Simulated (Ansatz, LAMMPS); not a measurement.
# Ca2+ TFSI- in 1,3-dioxolane at 300 K (161 atoms): support functions against a reference

Aim: test how closely localised support functions follow the reference on Ca2+ TFSI- in 1,3-dioxolane at 300 K (161 atoms), and at what cost. A setting counts as converged where the r.m.s. difference of forces stays under 1 % of the r.m.s. force.

Method: Kohn-Sham DFT, PBE+D4, PAW (set soft_2), plane waves, in Ansatz 0.2.0.

### 1. The starting structure

The cell holds 161 atoms: 4 N, 8 S, 34 O, 35 C, 24 F, 54 H and 2 Ca. Its edges and angles: a = 12.686 Å, b = 12.686 Å, c = 12.686 Å, α = 90.0°, β = 90.0°, γ = 90.0°. 9 1,3-dioxolane, 2 Ca2+, 4 TFSI- placed at random, at 1.52 g/cm³; overlaps pushed apart, then 10 ps at 550 K with divalent ions of Li, Roberts, Chakravorty and Merz (J. Chem. Theory Comput. 9, 2733 (2013)); MMFF94 bonds, angles, torsions, charges and radii (Halgren, J. Comput. Chem. 17, 490 (1996)) in harmonic and 12-6 forms; charges of ions scaled by 0.8. Snapshot after 30 ps at 300 K and fixed volume.

What the set-up can't give: The network of contacts between molecules at the start is that of the classical potential that made the cell, and needn't be the one that DFT or experiment would give. The density was typed from a rule of thumb and may lie off the real one at this temperature. Only the Γ point is sampled, in a cell whose shortest periodic width is 13 Å.

### 2. Making the structure

A classical potential supplies the starting structure, since it reaches far longer times than DFT.

This step: classical MD, divalent ions of Li, Roberts, Chakravorty and Merz (J. Chem. Theory Comput. 9, 2733 (2013)); MMFF94 bonds, angles, torsions, charges and radii (Halgren, J. Comput. Chem. 17, 490 (1996)) in harmonic and 12-6 forms; charges of ions scaled by 0.8 (LAMMPS 22 Jul 2025 - Update 4).

Input file in.lmp:

```
# Ca2+ TFSI- in 1,3-dioxolane
units real
atom_style full
boundary p p p
bond_style harmonic
angle_style harmonic
dihedral_style opls
improper_style harmonic
special_bonds lj 0 0 0.5 coul 0 0 0.75
read_data data.lmp
neigh_modify delay 0 every 1 check yes one 4000
comm_modify cutoff 12.0
timestep 0.5
thermo_style custom step time temp pe press density
thermo_modify norm yes
# push overlapping molecules apart
pair_style soft 2.6
pair_coeff * * 0.0
variable a equal ramp(1,60)
fix ad all adapt 1 pair soft a * * v_a
velocity all create 550 241400 mom yes dist gaussian
fix lim all nve/limit 0.03
fix lan all langevin 550 550 50 241401 zero yes
thermo 1000
run 3000 post no
unfix ad
pair_style lj/cut/coul/long 9.0
pair_modify mix arithmetic tail yes
pair_coeff 1 1 0.0721 3.5530   # N
pair_coeff 2 2 0.2681 3.4180   # S
pair_coeff 3 3 0.0763 3.0960   # O
pair_coeff 4 4 0.0678 3.3680   # C
pair_coeff 5 5 0.0801 2.5590   # F
pair_coeff 6 6 0.0763 3.0430   # O
# [... 20 lines left out ...]
compute msd all msd com yes
thermo 7500
fix md all nvt temp 300 300 100
run 30000 post no
print "== T300: mean square displacement over the hold $(c_msd[4]:%.2f) A^2"
unfix md
uncompute msd
write_dump all custom T300.dump id type xs ys zs modify sort id
```

Command:

```sh
> lmp -in in.lmp -log none -nocite
```

Output:

```text
LAMMPS (22 Jul 2025 - Update 4)
Reading data file ...
  orthogonal box = (0 0 0) to (12.68558 12.68558 12.68558)
  161 atoms
  orthogonal box = (0 0 0) to (12.68558 12.68558 12.68558)
  155 bonds
  280 angles
  285 dihedrals
   Step          Time           Temp          PotEng         Press         Density
         0   0              550            1.0138992     -11651.175      1.5189988
      1000   500            551.15063      2.2503808      11230.014      1.5189988
      2000   1000           519.35168      2.0550838      24357.62       1.5189988
      3000   1500           503.75164      1.9496386      11500.282      1.5189988
Loop time of 0.383849 s on 1 MPI rank(s) for 3000 steps with 161 atoms
PPPM initialization ...
  G vector (1/distance) = 0.30183073
  grid = 8 8 8
  estimated relative force accuracy = 3.116333e-05
   Step          Time           Temp          PotEng         Press         Density
      3000   1500           503.75164      2.5718206      7373.3527      1.5189988
      3100   1550           503.75164     -0.040700105    3724.4994      1.5189988
      3200   1600           503.75164     -0.400715       4312.0729      1.5189988
      3300   1650           503.75164     -0.57335053     853.20813      1.5189988
Loop time of 0.621441 s on 1 MPI rank(s) for 300 steps with 161 atoms
Minimization stats:
  Stopping criterion = max iterations
  Energy initial, next-to-last, final =
      2.57182062070416 -0.572695981851864 -0.573350533708367
  Force two-norm initial, final = 627.66435 16.42787
  Iterations, force evaluations = 300 597
   Step          Time           Temp          PotEng         Press         Density
         0   0              550           -0.57335053     1347.1234      1.5189988
      1000   500            517.08127      0.81420743    -3919.3         1.5189988
      2000   1000           552.69174      0.82957134     10557.499      1.5189988
Loop time of 1.25326 s on 1 MPI rank(s) for 2000 steps with 161 atoms
   Step          Time           Temp          PotEng         Press         Density
      2000   1000           552.69174      0.82957134     10557.499      1.5189988
[... 5 lines left out ...]
Loop time of 9.8384 s on 1 MPI rank(s) for 10000 steps with 161 atoms
   Step          Time           Temp          PotEng         Press         Density
[... 4 lines left out ...]
Loop time of 4.52677 s on 1 MPI rank(s) for 5000 steps with 161 atoms
   Step          Time           Temp          PotEng         Press         Density
[... 2 lines left out ...]
     30000   29000          316.47062     -0.020088606    2103.6803      1.5189988
     37500   36500          300.589        0.015094038   -1827.2008      1.5189988
     45000   44000          307.1983      -0.13982495     2082.3168      1.5189988
     47000   46000          280.94477     -0.0081256426   863.72873      1.5189988
Loop time of 21.9862 s on 1 MPI rank(s) for 30000 steps with 161 atoms
== T300: mean square displacement over the hold 3.77 A^2
```

Run time: 39 s. Hardware: 1 thread of Intel Xeon at 2.80GHz (Skylake/Cascade Lake), shared host; peak memory 0.65 GiB.

The input also reads data.lmp (atoms, bonds and types; not printed here).

### 3. Plane-wave single point

This run is the reference for what follows, at a cutoff of 420 eV.

Input file input.yaml:

```yaml
crystal:
  lattice:
    - [12.68558, 0.0, 0.0]
    - [0.0, 12.68558, 0.0]
    - [0.0, 0.0, 12.68558]
  atoms:
    - { symbol: "N", position: [0.45747, 0.97704, 0.06829] }
    - { symbol: S, position: [0.37669, 0.0142, 0.1494] }
    - { symbol: O, position: [0.41804, 0.03666, 0.25408] }
    - { symbol: O, position: [0.28234, 0.9518, 0.1534] }
    - { symbol: C, position: [0.34949, 0.14293, 0.09351] }
    - { symbol: F, position: [0.42054, 0.21972, 0.12651] }
    - { symbol: F, position: [0.36003, 0.13825, 0.98375] }
    - { symbol: F, position: [0.25162, 0.17845, 0.11654] }
    - { symbol: S, position: [0.46323, 0.85426, 0.06665] }
    - { symbol: O, position: [0.39584, 0.81516, 0.98285] }
    - { symbol: O, position: [0.45346, 0.7981, 0.16586] }
    - { symbol: C, position: [0.60084, 0.82626, 0.03359] }
    - { symbol: F, position: [0.62634, 0.72207, 0.03207] }
    - { symbol: F, position: [0.62088, 0.8529, 0.93137] }
    - { symbol: F, position: [0.67381, 0.87808, 0.09213] }
    - { symbol: "N", position: [0.53913, 0.70797, 0.50478] }
    - { symbol: S, position: [0.43701, 0.6536, 0.47487] }
    - { symbol: O, position: [0.44612, 0.56322, 0.40348] }
    - { symbol: O, position: [0.35316, 0.72185, 0.45294] }
    - { symbol: C, position: [0.41255, 0.59601, 0.60405] }
    - { symbol: F, position: [0.49679, 0.52691, 0.62439] }
    - { symbol: F, position: [0.40705, 0.6609, 0.68955] }
    - { symbol: F, position: [0.32266, 0.53407, 0.60432] }
    - { symbol: S, position: [0.57998, 0.78868, 0.41558] }
    - { symbol: O, position: [0.66542, 0.85917, 0.44812] }
    - { symbol: O, position: [0.49978, 0.84519, 0.36028] }
    - { symbol: C, position: [0.63344, 0.6977, 0.31653] }
    - { symbol: F, position: [0.70604, 0.73937, 0.25033] }
    - { symbol: F, position: [0.68346, 0.61876, 0.37106] }
    - { symbol: F, position: [0.55689, 0.64656, 0.25903] }
    - { symbol: "N", position: [0.25943, 0.14295, 0.5328] }
    - { symbol: S, position: [0.28745, 0.02923, 0.57539] }
    [... 123 atom lines left out ...]
    - { symbol: H, position: [0.25883, 0.72352, 0.07964] }
    - { symbol: H, position: [0.35218, 0.63587, 0.13953] }
    - { symbol: H, position: [0.17996, 0.62602, 0.3674] }
    - { symbol: H, position: [0.27921, 0.55289, 0.29417] }
    - { symbol: Ca, position: [0.99602, 0.98523, 0.65906] }
    - { symbol: Ca, position: [0.31307, 0.87108, 0.32905] }
kpoints:
  mp_grid: { grid: [1, 1, 1] }
hamiltonian:
  xc: pbe
  dispersion: d4
scf:
  occupations: { method: fermi_dirac, width: 0.05 }
output:
  forces: true
  stress: true
  populations: true
  dos:
    method: { smearing: { sigma: 0.08 } }
    de: 0.1
    projected: { site_lists: { C: [C], Ca: [Ca], F: [F], H: [H], "N": ["N"] } }
  eigenvalues: true
  write_density: true
  write_potential: true
  volumetric_format: npy
  elf: true
```

Command:

```sh
> ansatz run input.yaml --threads 4 --pin off --max-ram 8192MiB --backend cpu --events-out ev --progress --plain --runs-dir out
```

Output:

```text
Engine: ansatz 0.2.0, aarch64-unknown-linux-gnu
Pseudopotentials: kind: paw
Pseudopotential: N, paw, valence charge 5, recommended cutoff 420 eV (normal), N.paw.azcp
Pseudopotential: S, paw, valence charge 6, recommended cutoff 420 eV (normal), S.paw.azcp
Pseudopotential: O, paw, valence charge 6, recommended cutoff 420 eV (normal), O.paw.azcp
Pseudopotential: C, paw, valence charge 4, recommended cutoff 420 eV (normal), C.paw.azcp
Pseudopotential: F, paw, valence charge 7, recommended cutoff 420 eV (normal), F.paw.azcp
Pseudopotential: H, paw, valence charge 1, recommended cutoff 420 eV (normal), H.paw.azcp
Pseudopotential: Ca, paw, valence charge 10, recommended cutoff 420 eV (normal), Ca.paw.azcp
Functional definition: PBE
  parameter kappa = 0.804
  parameter beta = 0.066725
  exchange = pbe_x(kappa = kappa, mu = beta*pi^2/3)
  correlation = pbe_c(beta = beta)
Crystal: 161 atoms, lattice volume = 2041.414 Å³
Basis set: ecut = 420 eV, 39847 PW (Γ), exchange–correlation on 180×180×180 points (8 copies of the dense FFT grid, shifted against one another)
Bands: 488, of which v1, the nominal top of the filled ones, is band 327 counted from 1 (326 counted from 0)
Symmetry: 1 space group operations
Space group: P1 (ITA 1), of the structure as read, at distance tolerance 1.3e-4 Å
k-points: 1
Non-local potential: N, projectors of the file, l = 0: 2, l = 1: 2, l = 2: 1
Non-local potential: S, projectors of the file, l = 0: 2, l = 1: 2, l = 2: 2
Non-local potential: O, projectors of the file, l = 0: 2, l = 1: 2, l = 2: 1
Non-local potential: C, projectors of the file, l = 0: 2, l = 1: 2, l = 2: 1
Non-local potential: F, projectors of the file, l = 0: 2, l = 1: 2, l = 2: 1
Non-local potential: H, projectors of the file, l = 0: 2, l = 1: 1
Non-local potential: Ca, projectors of the file, l = 0: 3, l = 1: 2, l = 2: 2
PAW form: soft (Blöchl's): semilocal exchange-correlation on the pseudo side does not see the compensation charge
PAW one-centre angular grid: N, 110 points (default); XC on 64 Gauss nodes
PAW one-centre angular grid: S, 110 points (default); XC on 64 Gauss nodes
PAW one-centre angular grid: O, 110 points (default); XC on 64 Gauss nodes
PAW one-centre angular grid: C, 110 points (default); XC on 64 Gauss nodes
PAW one-centre angular grid: F, 110 points (default); XC on 64 Gauss nodes
PAW one-centre angular grid: H, 110 points (default); XC on 64 Gauss nodes
PAW one-centre angular grid: Ca, 110 points (default); XC on 64 Gauss nodes
Initial density: superposition of atomic densities (neutral atoms: chi_scale 0, normalization atom), corrected by the library's trained network
Initial wavefunctions: pseudopotential atomic-orbital guess
Functional: x = pbe(κ = 0.804, μ = 0.219515), c = pbe(β = 0.066725)
SCF iter   1: F=—  HF=-60688.142045 eV  |F-HF|=—  |Δ(HF+E_count)|=         —  Δρ=7.41e-3  dr2=1.92e0  ethr=1.77e-3  ⟨swp⟩=8.0  Hψ=2531  notcnv=0  defer=107
preconditioner: auto → Resta (q_TF=auto, 2.257 Å⁻¹)  ε∞=2.5  [insulator: Δε(μ)=4.798 eV  Ē_g=16.814 eV  σ=0.050 eV  W_gap=1.00  n_scr=388 (ndim 8)  ℏωp=20.7 eV  f_vac=0.320  D(μ)=0.00/eV (n_scr^D=0)  ε∞_Penn≈2.5]
SCF iter   2: F=—  HF=-60687.566068 eV  |F-HF|=—  |Δ(HF+E_count)|=   5.76e-1  Δρ=3.93e-3  dr2=4.99e-1  ethr=2.94e-4  ⟨swp⟩=2.0  Hψ=742  notcnv=0  defer=152
SCF iter   3: F=—  HF=-60687.424375 eV  |F-HF|=—  |Δ(HF+E_count)|=   1.42e-1  Δρ=2.00e-3  dr2=1.44e-1  ethr=7.62e-5  ⟨swp⟩=3.0  Hψ=635  notcnv=0  defer=152
SCF iter   4: F=—  HF=-60687.371292 eV  |F-HF|=—  |Δ(HF+E_count)|=   5.31e-2  Δρ=7.41e-4  dr2=1.72e-2  ethr=2.21e-5  ⟨swp⟩=2.0  Hψ=675  notcnv=0  defer=155
SCF iter   5: F=—  HF=-60687.367186 eV  |F-HF|=—  |Δ(HF+E_count)|=   4.11e-3  Δρ=4.94e-4  dr2=5.04e-3  ethr=2.63e-6  ⟨swp⟩=2.0  Hψ=629  notcnv=0  defer=155
SCF iter   6: F=—  HF=-60687.366316 eV  |F-HF|=—  |Δ(HF+E_count)|=   8.70e-4  Δρ=2.06e-4  dr2=8.23e-4  ethr=7.70e-7  ⟨swp⟩=2.0  Hψ=629  notcnv=0  defer=155
SCF iter   7: F=—  HF=-60687.366217 eV  |F-HF|=—  |Δ(HF+E_count)|=   9.95e-5  Δρ=5.05e-5  dr2=6.20e-5  ethr=1.26e-7  ⟨swp⟩=2.0  Hψ=624  notcnv=0  defer=155
SCF iter   8: F=—  HF=-60687.367026 eV  |F-HF|=—  |Δ(HF+E_count)|=   8.09e-4  Δρ=3.69e-5  dr2=2.64e-5  ethr=9.48e-9  ⟨swp⟩=2.0  Hψ=815  notcnv=0  defer=157
SCF iter   9: F=—  HF=-60687.367021 eV  |F-HF|=—  |Δ(HF+E_count)|=   4.58e-6  Δρ=9.30e-6  dr2=2.17e-6  ethr=4.03e-9  ⟨swp⟩=2.0  Hψ=622  notcnv=0  defer=157
SCF iter  10: F=—  HF=-60687.367021 eV  |F-HF|=—  |Δ(HF+E_count)|=   1.72e-7  Δρ=3.96e-6  dr2=3.86e-7  ethr=3.32e-10  ⟨swp⟩=2.0  Hψ=624  notcnv=0  defer=157
SCF iter  11: F=—  HF=-60687.367021 eV  |F-HF|=—  |Δ(HF+E_count)|=   3.57e-8  Δρ=2.61e-6  dr2=1.28e-7  ethr=1.53e-11  ⟨swp⟩=21.0  Hψ=4765  notcnv=0
SCF iter  12: F=-60687.367021 eV  HF=-60687.367021 eV  |F-HF|=2.73e-9  |Δ(HF+E_count)|=   2.68e-8  Δρ=6.69e-7  dr2=1.01e-8  ethr=1.53e-11  ⟨swp⟩=10.0  Hψ=2949  notcnv=0
SCF 1 converged in 12 iterations: F = -60687.367021 eV  dr2 = 1.01e-8
  greatest PAW one-centre occupation: 0.995 electrons in one spin orbital (limit 2), on the Ca atom at site 160 (counted from 0), in its partial waves of l = 0
WARN: The input density's exchange-correlation potential varies sharply where the density is thin. Do not read a vacuum level from v_tot or v_xc, or from such a field of the output density. On a cell that repeats whose density bears no net charge and no dipole along the vacuum's axis use v_es (v_loc + v_h of the components); [...]
SCF converged after 12 iterations
Free energy (F): -60687.367021 eV
Harris-Foulkes:  -60687.367021 eV  (|F-HF|=2.73e-9)
Internal energy: -60687.367021 eV  (E = F + TS)
E sigma→0 (E₀):  -60687.367021 eV
Fermi energy:    2.310951 eV
--- Per-component energies (eV) ---
  E_band       = -6147.447538
  E_kinetic    = 16880.679519
  E_local      = -71673.455840  (includes V_loc(G=0)·N_el)
  E_nonlocal   = 4946.730752
  E_hartree    = 28360.637099
  E_xc         = -7868.577316
  E_vxc        = -9695.121538  (∫ρ·V_xc dr)
  E_paw        = -20726.568224  (= ΣΔE_a)
  E_vpaw       = -3327.612028  (= ΣTr[D̂ρ^β])
  E_aug_tail   = 0.058404  (compensation charges beyond the density's cutoff)
  E_ewald      = -10596.895815
  E_disp       = -9.975600  (pairwise vdW)
  E_smearing   = -0.000000  (= −TS)
  E_closure    = 0.000000  (closes the sum)
  Σ components = -60687.367021   (vs F -60687.367021, Δ=0.00e0)
--- Forces (eV/Å), atoms counted from 1 ---
  atom   1  N      1.54611783     0.17591591    -0.64112498
  atom   2  S      1.02486174     1.83464510     1.89846128
  atom   3  O      0.00128104    -0.08275955     0.41631537
  atom   4  O     -1.69702140    -1.05072666     0.26503517
  atom   5  C      0.06888694     2.87447459    -2.05651776
  atom   6  F     -0.98554042    -1.38799131    -0.22080014
  atom   7  F     -0.36523703     0.07085251     1.65304935
  atom   8  F      1.52570126    -0.00440891     0.06717147
  atom   9  S     -1.10328379    -2.25942976    -0.96927177
  atom  10  O      0.69226879    -0.20486580    -0.33400673
  atom  11  O     -0.09401412     0.47027511     0.54686895
  atom  12  C      2.60634948    -0.19739638    -1.89326361
  atom  13  F     -0.81336992     0.19139739     1.15341266
  atom  14  F     -0.53703862     0.88879147    -0.13027337
[...]
atom 160  Ca     0.75515268     0.38991647    -0.08094338
  atom 161  Ca     0.66251541    -0.15722816     0.10182064
  max |Σ_I F_I| component: 7.36e-5 eV/Å
--- Stress (GPa, compression-positive) ---
        1.942175      -0.531618       0.368307
       -0.531618       1.454396      -0.719423
        0.368307      -0.719423       2.691222
  P = ⅓ Tr σ = 2.0293 GPa (20.293 kbar)
--- Band table (eV) ---
  k-point 0: bands = ["-40.0519", "-39.5821", "-27.9001", "-27.5780", [... 472 levels ...], "10.4318", "10.4549", "10.5168", "10.5737", "10.5985", "10.6293", "10.6611", "10.6827", "10.7040", "10.7115", "10.7727", "10.7825"]
--- Löwdin populations: 161 sites ---
  site symbol       q [e]
     0      N      5.8517
     1      S      3.7872
     2      O      6.7485
[...]
160     Ca      8.2889
  spilling = 0.014951 (of n_electrons = 654.000000)
```

Run time: 52 s. Hardware: 4 threads of Arm Neoverse V2, shared host; peak memory 3 GiB.

Reading the cycles: dr2 is the Hartree energy of the density residual (eV), the measure of convergence; HF is the Harris–Foulkes estimate of the energy, which meets the free energy F at convergence.

The program notes that the exchange-correlation potential is rough where the density is thin.

Read from the output:

```
free energy                                      : -60687.3670 eV
free energy per atom                             : -376.9402 eV/atom
SCF cycles                                       : 12
pressure                                         : 2.029 GPa
r.m.s. force component                           : 1.057 eV/Å
longest force                                    : 5.065 eV/Å
Fermi energy                                     : 2.311 eV
gap (highest filled to lowest empty level) : 3.386 eV
spilling of the projection                       : 0.01495
```

The r.m.s. force component of 1.1 eV/Å sets the scale for the differences below.

(Part 1 of 3 ends here.)

[Long decimals in the printed logs are rounded to 6 places.]

[Logs are printed without paths, hosts, clocks, repeated set-up lines and the standing remarks that a program may print on its own settings, such as how far it seeks lower states.]

[Hosts, paths, dates, database ids (printed as entryN), source tags and the programs' standing remarks are cut or masked in the printed files.]

[The MMFF94 radii named for the starting cell were scaled by 0.96; in molecules described by MMFF94, hydrogen bound to N, O or S took a small fixed 12-6 site in their place.]
